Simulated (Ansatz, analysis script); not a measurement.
# SrFe2As2: which texture of moments is lowest

Do the moments of SrFe2As2 prefer to cant? Several patterns are started on spinors.

Method: PBEsol, PAW set soft_1 (files made for PBE), in Ansatz 0.2.0.

Experimental background.

For SrFe2As2, orthorhombic antiferromagnetic (powder), “The magnetic form factor of iron in SrFe2As2” (2010, arxiv:1001.3658) quotes earlier work: moment (ordered moment per Fe, earlier powder study (ref 6)) 1.01 ± 0.03 μB [literature value from an earlier powder study; measurement temperature not stated].

## (1) Set-up

It takes space group Fmmm (No. 69, orthorhombic). The conventional cell has a = 5.518 Å, b = 5.578 Å, c = 12.296 Å, α = 90.00°, β = 90.00°, γ = 90.00°. Nearest to Sr lie 8 As at 3.24 to 3.27 Å. Nearest to Fe lie 4 As at 2.39 Å. Nearest to As lie 4 Fe at 2.39 Å and 4 Sr at 3.24 to 3.27 Å. Farther neighbours are not listed.

The cell of this run holds 10 atoms, 4 of them with a starting moment; values «a cell» refer to the cell of the run in question.

## (2) Starting state

First a free collinear run, to see which state the typed moments lead to.

The input, input.yaml:

```yaml
crystal:
  lattice:
    - [-5.5175, 0.0, 0.0]
    - [0.0, 5.5783, 0.0]
    - [0.0, -2.78915, -6.14825]
  atoms:
    - { symbol: Sr, position: [0.0, 0.0, 0.0] }
    - { symbol: Sr, position: [0.5, 0.5, 0.0] }
    - { symbol: Fe, position: [0.25, 0.0, 0.5], spin: 2.8 }
    - { symbol: Fe, position: [0.75, 0.5, 0.5], spin: 2.8 }
    - { symbol: Fe, position: [0.75, 0.0, 0.5], spin: 2.8 }
    - { symbol: Fe, position: [0.25, 0.5, 0.5], spin: 2.8 }
    - { symbol: As, position: [0.5, 0.1388, 0.2776] }
    - { symbol: As, position: [0.0, 0.6388, 0.2776] }
    - { symbol: As, position: [0.5, 0.8612, 0.7224] }
    - { symbol: As, position: [0.0, 0.3612, 0.7224] }
magnetization:
  spin_polarized: true
kpoints:
  mp_grid: { grid: [4, 6, 6] }
hamiltonian:
  xc: pbesol
  pseudopotentials: { kind: paw, azcp: { folder: soft_1 }, xc_functional: pbe }
scf:
  occupations: { method: fermi_dirac, width: 0.05 }
  max_iter: 120
  convergence: { dr2_threshold: 1.0e-08 }
  lower_state_search: "off"
output:
  write_density: true
  write_potential: true
  elf: true
  volumetric_format: npy
```

Run with:

```sh
$ ansatz run input.yaml --threads 2 --pin off --max-ram 5632MiB --backend cpu --events-out ev --progress --plain --runs-dir out
```

Numbers of over 12 decimals in the logs are rounded to 6 here.

Output:

```text
Engine: ansatz 0.2.0, aarch64-unknown-linux-gnu
Pseudopotentials: kind: paw
Pseudopotential: Sr, paw, valence charge 10, recommended cutoff 420 eV (normal), soft_1/Sr.paw.azcp
Pseudopotential: Fe, paw, valence charge 16, recommended cutoff 420 eV (normal), soft_1/Fe.paw.azcp
Pseudopotential: As, paw, valence charge 15, recommended cutoff 420 eV (normal), soft_1/As.paw.azcp
Functional definition: PBEsol
  exchange = pbesol_x
  correlation = pbesol_c
Crystal: 10 atoms, lattice volume = 189.233 Å³
Basis set: ecut = 420 eV, 3727 PW (Γ)
Bands: 94, of which v1, the nominal top of the filled ones, is band 72 counted from 1 (71 counted from 0)
Symmetry: 16 space group operations
Space group: Fmmm (ITA 69), of the structure as read, at distance tolerance 5.7e-5 Å
Magnetic group: BNS 69.521 (UNI 619), of the structure as read, at distance tolerance 5.7e-5 Å
k-points: 39 of 144
Non-local potential: Sr, projectors of the file, l = 0: 3, l = 1: 2, l = 2: 2
Non-local potential: Fe, projectors of the file, l = 0: 3, l = 1: 2, l = 2: 3, l = 3: 1
Non-local potential: As, projectors of the file, l = 0: 2, l = 1: 2, l = 2: 3, l = 3: 1
PAW form: soft (Blöchl's): semilocal exchange-correlation on the pseudo side does not see the compensation charge
PAW frozen core: Sr, regenerated for the run's functional, and the local potential with it (the file was generated under x = pbe(κ = 0.804, μ = 0.219515), c = pbe(β = 0.066725))
PAW frozen core: Fe, regenerated for the run's functional, and the local potential with it (the file was generated under x = pbe(κ = 0.804, μ = 0.219515), c = pbe(β = 0.066725))
PAW frozen core: As, regenerated for the run's functional, and the local potential with it (the file was generated under x = pbe(κ = 0.804, μ = 0.219515), c = pbe(β = 0.066725))
PAW one-centre angular grid: Sr, 110 points (default); XC on 64 Gauss nodes
PAW one-centre angular grid: Fe, 590 points (default); XC on 64 Gauss nodes
PAW one-centre angular grid: As, 590 points (default); XC on 64 Gauss nodes
Initial density: superposition of atomic densities (chi_scale 0.1, normalization cell, long waves kept (reshape's long-wave potential 0.03 eV rms))
Starting moments: Σ|m| = 11.2 μB on 4 of 10 sites
Initial wavefunctions: pseudopotential atomic-orbital guess
Functional: x = pbesol(κ = 0.804, μ = 0.123457), c = pbesol(β = 0.046)
SCF iter   1: F=—  HF=-44039.224148 eV  |F-HF|=—  |Δ(HF+E_count)|=         —  Δρ=8.02e-2 (↑2.72e-2 ↓8.02e-2)  dr2=1.93e1  dr2_m=3.40e0  M=7.129 μB ∫|m|=7.933 μB  β_m=0.30  ethr=3.10e-3  ⟨swp⟩=7.8  Hψ=32685  notcnv=0  defer=84
preconditioner: auto → Kerker (q_TF=auto, 2.607 Å⁻¹)  [metal: Δε(μ)=0.001 eV  Ē_g=9.690 eV  σ=0.050 eV  W_gap=0.01  n_scr=62 (ndim 8)  ℏωp=22.3 eV  f_vac=0.000  D(μ)=13.29/eV (n_scr^D=130)]
spin=Collinear: Kerker preconditioning applied to the charge; magnetization (m = ρ↑ − ρ↓) channel mixes plain (no charge-response kernel on spin).
SCF iter   2: F=—  HF=-44037.941129 eV  |F-HF|=—  |Δ(HF+E_count)|=    1.28e0  Δρ=4.10e-2 (↑4.10e-2 ↓1.95e-2)  dr2=5.08e0  dr2_m=4.58e-1  M=8.735 μB ∫|m|=9.336 μB  β_m=0.30  ethr=3.10e-3  ⟨swp⟩=3.1  Hψ=12323  notcnv=0  defer=866
SCF iter   3: F=—  HF=-44037.432616 eV  |F-HF|=—  |Δ(HF+E_count)|=   5.09e-1  Δρ=2.40e-2 (↑2.13e-2 ↓2.40e-2)  dr2=2.10e0  dr2_m=5.86e-1  M=7.955 μB ∫|m|=8.686 μB  β_m=0.30  ethr=3.10e-3  ⟨swp⟩=2.6  Hψ=10385  notcnv=0  defer=830
SCF iter   4: F=—  HF=-44036.823020 eV  |F-HF|=—  |Δ(HF+E_count)|=   6.10e-1  Δρ=1.03e-2 (↑1.03e-2 ↓9.08e-3)  dr2=7.49e-2  dr2_m=1.48e-1  M=8.298 μB ∫|m|=8.965 μB  β_m=0.30  ethr=1.46e-3  ⟨swp⟩=3.2  Hψ=10915  notcnv=0  defer=832
SCF iter   5: F=—  HF=-44036.850019 eV  |F-HF|=—  |Δ(HF+E_count)|=   2.70e-2  Δρ=9.36e-3 (↑9.36e-3 ↓7.34e-3)  dr2=5.03e-2  dr2_m=1.13e-1  M=8.176 μB ∫|m|=8.881 μB  β_m=0.30  ethr=5.20e-5  ⟨swp⟩=2.0  Hψ=13222  notcnv=0  defer=847
SCF iter   6: F=—  HF=-44036.884448 eV  |F-HF|=—  |Δ(HF+E_count)|=   3.44e-2  Δρ=8.70e-3 (↑7.56e-3 ↓8.70e-3)  dr2=7.94e-3  dr2_m=1.14e-1  M=7.967 μB ∫|m|=8.716 μB  β_m=0.30  ethr=3.49e-5  ⟨swp⟩=2.0  Hψ=11722  notcnv=0  defer=847
SCF iter   7: F=—  HF=-44036.893187 eV  |F-HF|=—  |Δ(HF+E_count)|=   8.74e-3  Δρ=8.20e-3 (↑6.39e-3 ↓8.20e-3)  dr2=1.65e-2  dr2_m=9.13e-2  M=7.844 μB ∫|m|=8.618 μB  β_m=0.30  ethr=5.51e-6  ⟨swp⟩=2.4  Hψ=11363  notcnv=0  defer=847
SCF iter   8: F=—  HF=-44036.904896 eV  |F-HF|=—  |Δ(HF+E_count)|=   1.17e-2  Δρ=6.60e-3 (↑5.90e-3 ↓6.60e-3)  dr2=5.83e-3  dr2_m=6.75e-2  M=7.764 μB ∫|m|=8.552 μB  β_m=0.30  ethr=5.51e-6  ⟨swp⟩=2.4  Hψ=12229  notcnv=0  defer=847
SCF iter   9: F=—  HF=-44036.911258 eV  |F-HF|=—  |Δ(HF+E_count)|=   6.36e-3  Δρ=5.90e-3 (↑5.16e-3 ↓5.90e-3)  dr2=4.54e-3  dr2_m=5.28e-2  M=7.682 μB ∫|m|=8.480 μB  β_m=0.30  ethr=4.05e-6  ⟨swp⟩=2.1  Hψ=11353  notcnv=0  defer=847
SCF iter  10: F=—  HF=-44036.916942 eV  |F-HF|=—  |Δ(HF+E_count)|=   5.68e-3  Δρ=5.64e-3 (↑4.60e-3 ↓5.64e-3)  dr2=7.73e-3  dr2_m=4.51e-2  M=7.591 μB ∫|m|=8.401 μB  β_m=0.30  ethr=3.15e-6  ⟨swp⟩=1.6  Hψ=6660  notcnv=0  defer=847
[...]
spin-set hold released at iteration 15 (site moments' squared step at or under half its running peak, from the soft ceiling on): the magnetisation degrees of freedom join the quasi-Newton model from the next iteration; the mixer history was flushed
[...]
SCF iter  50: F=—  HF=-44036.975890 eV  |F-HF|=—  |Δ(HF+E_count)|=   3.39e-2  Δρ=7.07e-3 (↑7.07e-3 ↓5.33e-3)  dr2=6.74e-3  dr2_m=6.41e-2  M=5.627 μB ∫|m|=6.522 μB  ethr=6.94e-7  ⟨swp⟩=8.9  Hψ=51300  notcnv=0
Mixer restart at iter 50: flushing history
iteration 50: the SCF's residuals had fallen too slowly under its mixing. It goes on by minimising its free energy, and can end on another state than longer mixing would; under `scf.algorithm: density_mixing` no SCF does so, but by `scf.convergence.dm_fallback`
SCF iter  51: F=—  HF=-44037.155215 eV  |F-HF|=—  |Δ(HF+E_count)|=   1.79e-1  Δρ=5.14e-3 (↑2.67e-3 ↓5.14e-3)  dr2=1.05e-2  dr2_m=2.60e-2  M=2.907 μB ∫|m|=3.595 μB  ethr=6.94e-7  ⟨swp⟩=7.2  Hψ=58841  notcnv=0
SCF iter  52: F=—  HF=-44037.172118 eV  |F-HF|=—  |Δ(HF+E_count)|=   1.69e-2  Δρ=8.99e-4 (↑8.99e-4 ↓7.32e-4)  dr2=1.05e-2  dr2_m=8.74e-5  M=2.159 μB ∫|m|=2.616 μB  ethr=6.94e-7  ⟨swp⟩=6.2  Hψ=45220  notcnv=0
SCF iter  53: F=—  HF=-44037.171220 eV  |F-HF|=—  |Δ(HF+E_count)|=   8.98e-4  Δρ=2.76e-4 (↑1.83e-4 ↓2.76e-4)  dr2=6.84e-5  dr2_m=8.55e-5  M=2.207 μB ∫|m|=2.668 μB  ethr=6.94e-7  ⟨swp⟩=4.9  Hψ=35815  notcnv=0
SCF iter  54: F=—  HF=-44037.171256 eV  |F-HF|=—  |Δ(HF+E_count)|=   3.57e-5  Δρ=7.66e-5 (↑7.66e-5 ↓2.53e-5)  dr2=6.20e-6  dr2_m=3.62e-6  M=2.233 μB ∫|m|=2.703 μB  ethr=4.75e-8  ⟨swp⟩=3.8  Hψ=25866  notcnv=0
SCF iter  55: F=—  HF=-44037.171256 eV  |F-HF|=—  |Δ(HF+E_count)|=   6.62e-7  Δρ=3.34e-5 (↑3.09e-5 ↓3.34e-5)  dr2=4.87e-7  dr2_m=1.76e-6  M=2.236 μB ∫|m|=2.708 μB  ethr=4.30e-9  ⟨swp⟩=3.3  Hψ=22078  notcnv=0
SCF iter  56: F=—  HF=-44037.171257 eV  |F-HF|=—  |Δ(HF+E_count)|=   9.98e-7  Δρ=2.97e-6 (↑2.52e-6 ↓2.97e-6)  dr2=1.24e-8  dr2_m=1.13e-8  M=2.241 μB ∫|m|=2.714 μB  ethr=3.38e-10  ⟨swp⟩=2.8  Hψ=21784  notcnv=0
SCF iter  57: F=-44037.171257 eV  HF=-44037.171257 eV  |F-HF|=2.62e-10  |Δ(HF+E_count)|=   5.68e-9  Δρ=2.63e-7 (↑2.63e-7 ↓1.89e-7)  dr2=2.16e-10  dr2_m=5.03e-11  M=2.241 μB ∫|m|=2.715 μB  ethr=6.94e-12  ⟨swp⟩=1.3  Hψ=20327  notcnv=0
SCF iter  58: F=-44037.171257 eV  HF=-44037.171257 eV  |F-HF|=2.33e-10  |Δ(HF+E_count)|=  1.46e-11  Δρ=2.64e-7 (↑2.64e-7 ↓1.90e-7)  dr2=2.17e-10  dr2_m=5.05e-11  M=2.241 μB ∫|m|=2.715 μB  ethr=1.00e-12  ⟨swp⟩=1.6  Hψ=22297  notcnv=0
the search or the solves at the SCF's close seem to have found levels that the self-consistency loop had missed (the run counts 1). By its estimate they hold under 1e-12 electrons; where the run keeps them, the occupations were computed again with them
SCF 1 converged in 58 iterations: F = -44037.171257 eV  dr2 = 2.17e-10
  greatest PAW one-centre occupation: 1.000 electrons in one spin orbital (limit 2), on the Fe atom at site 5 (counted from 0), in its partial waves of l = 1
SCF converged after 58 iterations
Magnetization: 2.2412 μB (73.1206 up, 70.8794 down)
Absolute magnetization: 2.7127 μB (∫|ρ↑−ρ↓|, with the PAW one-centre terms)
Spin contamination: 0.0552 ħ² per cell (⟨S²⟩ above its minimum at these occupations)
Per-site moments (μB) at R_I (Å): [(0.00167699, 1.338161), (0.00167699, 1.338161), (0.585355, 0.986317), (0.585355, 0.986317), (0.585355, 0.986317), (0.585355, 0.986317), (-0.030848, 0.986317), (-0.030848, 0.986317), (-0.030848, 0.986317), (-0.030848, 0.986317)]
Free energy (F): -44037.171257 eV
Harris-Foulkes:  -44037.171257 eV  (|F-HF|=2.33e-10)
Internal energy: -44037.091113 eV  (E = F + TS)
E sigma→0 (E₀):  -44037.131185 eV
Entropy (-TS):   -0.080144 eV (-8.014 meV/atom)
Fermi energy:    12.099191 eV
--- Per-component energies (eV) ---
  E_band       = -2180.451170
  E_kinetic    = 2187.115324
  E_local      = -23160.857939  (includes V_loc(G=0)·N_el)
  E_nonlocal   = 70.557879
  E_hartree    = 10871.153380
  E_xc         = -1068.170573
  E_vxc        = -1174.432833  (∫ρ·V_xc dr)
  E_paw        = -18571.816344  (= ΣΔE_a)
  E_vpaw       = -1845.137175  (= ΣTr[D̂ρ^β])
  E_aug_tail   = -0.004143  (compensation charges beyond the density's cutoff)
  E_ewald      = -14369.919922
  E_core_change = 4.851225  (= ΣΔE_core)
  E_smearing   = -0.080144  (= −TS)
  E_closure    = -0.000000  (closes the sum)
  Σ components = -44037.171257   (vs F -44037.171257, Δ=0.00e0)
--- Band table (eV; the first three rows and the last of 78) ---
  k-point 0 ↑: bands = [... 68 lower, 11.2331, 11.4586, 11.4614, 11.7398, 11.7948, 11.8288, 12.5017, 12.7006, ... 18 higher]
  k-point 1 ↑: bands = [... 68 lower, 11.2104, 11.4589, 11.4611, 11.7416, 11.8265, 11.8600, 12.5016, 12.6985, ... 18 higher]
  k-point 2 ↑: bands = [... 68 lower, 11.2651, 11.4596, 11.4604, 11.7435, 11.8936, 11.9255, 12.5016, 12.6435, ... 18 higher]
  k-point 38 ↓: bands = [... 68 lower, 11.4894, 11.4894, 11.7462, 11.7462, 12.5100, 12.5100, 13.1568, 13.1568, ... 18 higher]
```

Run time: 12 min. Hardware: 2 threads of Arm Neoverse V1, shared host; peak memory 3.3 GiB.

Spin moment in the atom's sphere by atom:

```
atom  spin moment in the atom's sphere (μB)
 Sr1                                  0.002
 Sr2                                  0.002
 Fe3                                  0.585
 Fe4                                  0.585
 Fe5                                  0.585
 Fe6                                  0.585
 As7                                 -0.031
 As8                                 -0.031
 As9                                 -0.031
As10                                 -0.031
```

Tables count atoms from 1; parts of the log count from 0.

The run ends ferromagnetic, with a net moment of 2.24 μB a cell. Only this order was typed.

Spin density in the ac plane of the conventional cell at fractional y = 0.000, with atoms of Sr and As within 0.2 Å of it.

Values in units of 1e-3 e/Å³, 24 rows by 15 columns, each cell a mean:
```
-0.3  0.3  0.1  0.1 -0.1 -0.9 -1.9 -2.5 -2.2 -1.3 -0.4  0.1  0.1  0.2  0.0
-1.9 -1.0 -0.5 -0.5 -1.2 -2.6 -4.0 -4.4 -4.3 -3.3 -1.8 -0.7 -0.4 -0.7 -1.5
-2.3 -1.7 -1.2 -1.5 -3.1 -5.2 -3.5  0.0 -1.6 -5.1 -4.2 -2.0 -1.2 -1.5 -2.1
-2.6 -2.0 -1.4 -1.9 -4.6 -7.9 -5.1  2.2 -1.5 -7.8 -6.3 -2.8 -1.5 -1.7 -2.4
-2.7 -1.9 -1.1 -1.3 -3.5 -7.1 -9.4 -8.9 -9.3 -8.5 -5.0 -2.0 -1.0 -1.5 -2.5
-3.5 -2.5 -1.2 -0.9 -1.4 -2.7 -4.7 -6.1 -5.5 -3.6 -1.8 -1.0 -0.9 -1.9 -3.2
-7.8 -6.4 -3.9 -1.8 -0.9 -1.0 -2.1 -3.1 -2.7 -1.5 -0.8 -1.3 -2.8 -5.3 -7.4
-6.4 -9.1 -7.9 -3.9 -1.5 -1.2 -2.0 -2.7 -2.4 -1.5 -1.2 -2.6 -6.1 -9.3 -7.6
 3.6 -4.0 -7.1 -4.1 -1.8 -1.5 -2.0 -2.5 -2.3 -1.7 -1.5 -2.9 -6.0 -6.5  0.7
-2.5 -4.2 -4.3 -2.4 -1.1 -1.0 -1.6 -2.2 -1.9 -1.2 -1.0 -1.7 -3.4 -4.7 -3.2
-4.0 -3.2 -1.8 -0.7 -0.2 -0.2 -0.6 -1.6 -1.1 -0.3 -0.2 -0.4 -1.3 -2.6 -3.7
-2.0 -1.4 -0.6  0.1  0.2  0.1  0.5  0.2  0.4  0.3  0.1  0.2 -0.2 -1.0 -1.8
-2.5 -1.8 -0.8 -0.1  0.1  0.1  0.3 -0.3  0.1  0.2  0.1  0.1 -0.4 -1.4 -2.3
-4.4 -3.9 -2.5 -1.2 -0.5 -0.5 -1.0 -1.9 -1.5 -0.6 -0.4 -0.8 -1.9 -3.4 -4.3
-0.1 -3.7 -5.1 -3.0 -1.4 -1.2 -1.8 -2.3 -2.1 -1.4 -1.2 -2.1 -4.3 -5.0 -1.4
 2.0 -5.5 -7.9 -4.4 -1.8 -1.5 -2.1 -2.6 -2.4 -1.7 -1.5 -3.0 -6.5 -7.7 -1.0
-8.9 -9.4 -6.9 -3.3 -1.3 -1.1 -2.0 -2.8 -2.4 -1.4 -1.0 -2.2 -5.2 -8.7 -9.3
-6.0 -4.6 -2.6 -1.3 -0.9 -1.3 -2.5 -3.6 -3.1 -1.8 -0.9 -1.1 -1.9 -3.7 -5.6
-3.0 -2.1 -1.0 -0.9 -1.9 -4.0 -6.5 -7.9 -7.3 -5.1 -2.7 -1.2 -0.8 -1.5 -2.7
-2.7 -2.0 -1.2 -1.6 -4.1 -8.1 -9.1 -6.3 -7.8 -9.2 -5.9 -2.4 -1.1 -1.6 -2.5
-2.5 -2.0 -1.5 -1.9 -4.4 -7.1 -3.6  3.8  0.2 -6.6 -5.9 -2.7 -1.5 -1.7 -2.3
-2.2 -1.6 -1.0 -1.2 -2.5 -4.3 -4.1 -2.5 -3.3 -4.7 -3.3 -1.6 -1.0 -1.3 -2.0
-1.5 -0.6 -0.2 -0.2 -0.8 -1.9 -3.3 -4.0 -3.7 -2.5 -1.2 -0.4 -0.2 -0.3 -1.1
 0.2  0.5  0.1  0.2  0.0 -0.6 -1.5 -2.0 -1.8 -1.0 -0.2  0.2  0.1  0.3  0.4
```
Columns run along a (5.5 Å), rows up along c (12.3 Å), edges of the conventional cell, whose origin can differ from the input's. Atoms in or near the plane, at fractional coordinates: Sr at (0.00, 0.00), Sr at (0.50, 0.50), As at (0.50, 0.86), As at (0.00, 0.36), As at (0.50, 0.14), As at (0.00, 0.64).

Valence density in the ac plane of the conventional cell at fractional y = 0.000, with atoms of Sr and As within 0.2 Å of it. It is the smooth field of the valence electrons, not physical close to the nuclei.

Values in e/Å³, 24 rows by 15 columns, each cell a mean:
```
 2  2  1  0  0  0  0  0  0  0  0  0  1  2  2
 1  1  0  0  0  0  1  1  1  0  0  0  0  1  1
 0  0  0  0  0  1  4 17 10  1  0  0  0  0  0
 0  0  0  0  0  1  7 28 16  2  0  0  0  0  0
 0  0  0  0  0  0  1  2  2  1  0  0  0  0  0
 0  0  0  0  0  0  0  0  0  0  0  0  0  0  0
 0  0  0  0  0  0  0  0  0  0  0  0  0  0  0
 7  2  1  0  0  0  0  0  0  0  0  0  0  1  5
32  8  1  0  0  0  0  0  0  0  0  0  0  2 21
 7  2  1  0  0  0  0  0  0  0  0  0  0  1  5
 0  0  0  0  0  0  1  2  2  1  0  0  0  0  0
 0  0  0  0  0  1  2  2  2  2  1  0  0  0  0
 0  0  0  0  0  1  2  2  2  2  0  0  0  0  0
 1  1  0  0  0  0  1  1  1  0  0  0  0  0  1
16  4  1  0  0  0  0  0  0  0  0  0  0  2 11
27  7  1  0  0  0  0  0  0  0  0  0  0  2 18
 2  1  0  0  0  0  0  0  0  0  0  0  0  1  2
 0  0  0  0  0  0  0  0  0  0  0  0  0  0  0
 0  0  0  0  0  0  0  0  0  0  0  0  0  0  0
 0  0  0  0  0  1  2  7  4  1  0  0  0  0  0
 0  0  0  0  0  1  8 33 19  2  0  0  0  0  0
 0  0  0  0  0  1  2  7  5  1  0  0  0  0  0
 2  1  0  0  0  0  0  0  0  0  0  0  0  1  2
 2  2  1  0  0  0  0  0  0  0  0  0  1  2  2
```
Columns run along a (5.5 Å), rows up along c (12.3 Å), edges of the conventional cell, whose origin can differ from the input's. Atoms in or near the plane, at fractional coordinates: Sr at (0.00, 0.00), Sr at (0.50, 0.50), As at (0.50, 0.86), As at (0.00, 0.36), As at (0.50, 0.14), As at (0.00, 0.64).

ELF in the ac plane of the conventional cell at fractional y = 0.000, with atoms of Sr and As within 0.2 Å of it. It is the smooth field of the valence electrons, not physical close to the nuclei.

Values, 24 rows by 15 columns, each cell a mean:
```
0.50 0.77 0.73 0.24 0.13 0.34 0.47 0.50 0.49 0.41 0.21 0.12 0.53 0.81 0.62
0.75 0.63 0.31 0.13 0.40 0.66 0.69 0.66 0.68 0.69 0.55 0.21 0.18 0.51 0.72
0.16 0.11 0.10 0.30 0.59 0.64 0.44 0.23 0.32 0.58 0.65 0.44 0.16 0.09 0.14
0.09 0.13 0.23 0.41 0.60 0.59 0.31 0.11 0.18 0.50 0.62 0.51 0.30 0.16 0.10
0.18 0.21 0.27 0.36 0.49 0.58 0.53 0.42 0.47 0.57 0.55 0.41 0.30 0.23 0.19
0.31 0.31 0.31 0.33 0.36 0.41 0.45 0.45 0.45 0.43 0.38 0.34 0.32 0.31 0.31
0.50 0.51 0.47 0.39 0.33 0.29 0.26 0.25 0.26 0.27 0.31 0.36 0.44 0.50 0.50
0.31 0.48 0.60 0.53 0.37 0.26 0.19 0.15 0.17 0.22 0.31 0.46 0.59 0.56 0.37
0.10 0.32 0.60 0.60 0.39 0.18 0.09 0.07 0.07 0.13 0.28 0.53 0.63 0.47 0.15
0.39 0.56 0.67 0.54 0.21 0.11 0.23 0.34 0.29 0.15 0.12 0.40 0.65 0.63 0.46
0.69 0.68 0.59 0.27 0.15 0.50 0.77 0.80 0.80 0.66 0.26 0.16 0.47 0.66 0.69
0.37 0.33 0.22 0.09 0.32 0.79 0.68 0.26 0.48 0.81 0.57 0.11 0.15 0.30 0.36
0.50 0.46 0.33 0.12 0.27 0.74 0.76 0.49 0.64 0.81 0.50 0.11 0.23 0.42 0.49
0.66 0.69 0.65 0.38 0.13 0.33 0.64 0.75 0.71 0.49 0.16 0.23 0.56 0.69 0.68
0.24 0.46 0.65 0.58 0.28 0.10 0.11 0.16 0.14 0.09 0.17 0.47 0.65 0.57 0.31
0.11 0.33 0.60 0.59 0.40 0.22 0.13 0.09 0.11 0.17 0.31 0.52 0.62 0.48 0.17
0.42 0.53 0.58 0.48 0.35 0.26 0.21 0.18 0.19 0.23 0.31 0.42 0.55 0.57 0.47
0.45 0.45 0.41 0.36 0.33 0.31 0.31 0.31 0.31 0.31 0.32 0.34 0.38 0.44 0.45
0.25 0.26 0.29 0.33 0.40 0.48 0.51 0.49 0.50 0.50 0.43 0.36 0.31 0.27 0.25
0.16 0.19 0.26 0.38 0.54 0.60 0.47 0.30 0.38 0.56 0.59 0.45 0.31 0.22 0.17
0.07 0.09 0.19 0.40 0.61 0.59 0.30 0.09 0.16 0.49 0.63 0.51 0.27 0.12 0.07
0.34 0.22 0.11 0.23 0.56 0.67 0.55 0.39 0.47 0.64 0.65 0.37 0.12 0.16 0.30
0.80 0.76 0.47 0.14 0.30 0.59 0.68 0.69 0.69 0.65 0.45 0.15 0.28 0.68 0.80
0.28 0.70 0.78 0.29 0.09 0.23 0.34 0.37 0.36 0.29 0.14 0.13 0.60 0.80 0.45
```
Columns run along a (5.5 Å), rows up along c (12.3 Å), edges of the conventional cell, whose origin can differ from the input's. Atoms in or near the plane, at fractional coordinates: Sr at (0.00, 0.00), Sr at (0.50, 0.50), As at (0.50, 0.86), As at (0.00, 0.36), As at (0.50, 0.14), As at (0.00, 0.64).

[end of part 1 of 3]

[Logs and program files are shortened in this print: banners, set-up blocks, solver, clock and traceback lines can be left out without a mark of their own.]

[Logs are printed without paths, hosts, clocks, repeated set-up lines and the standing remarks that a program may print on its own settings, such as how far it seeks lower states.]

[Hosts, paths, dates, database ids (printed as entryN), source tags and the programs' standing remarks are cut or masked in the printed files.]
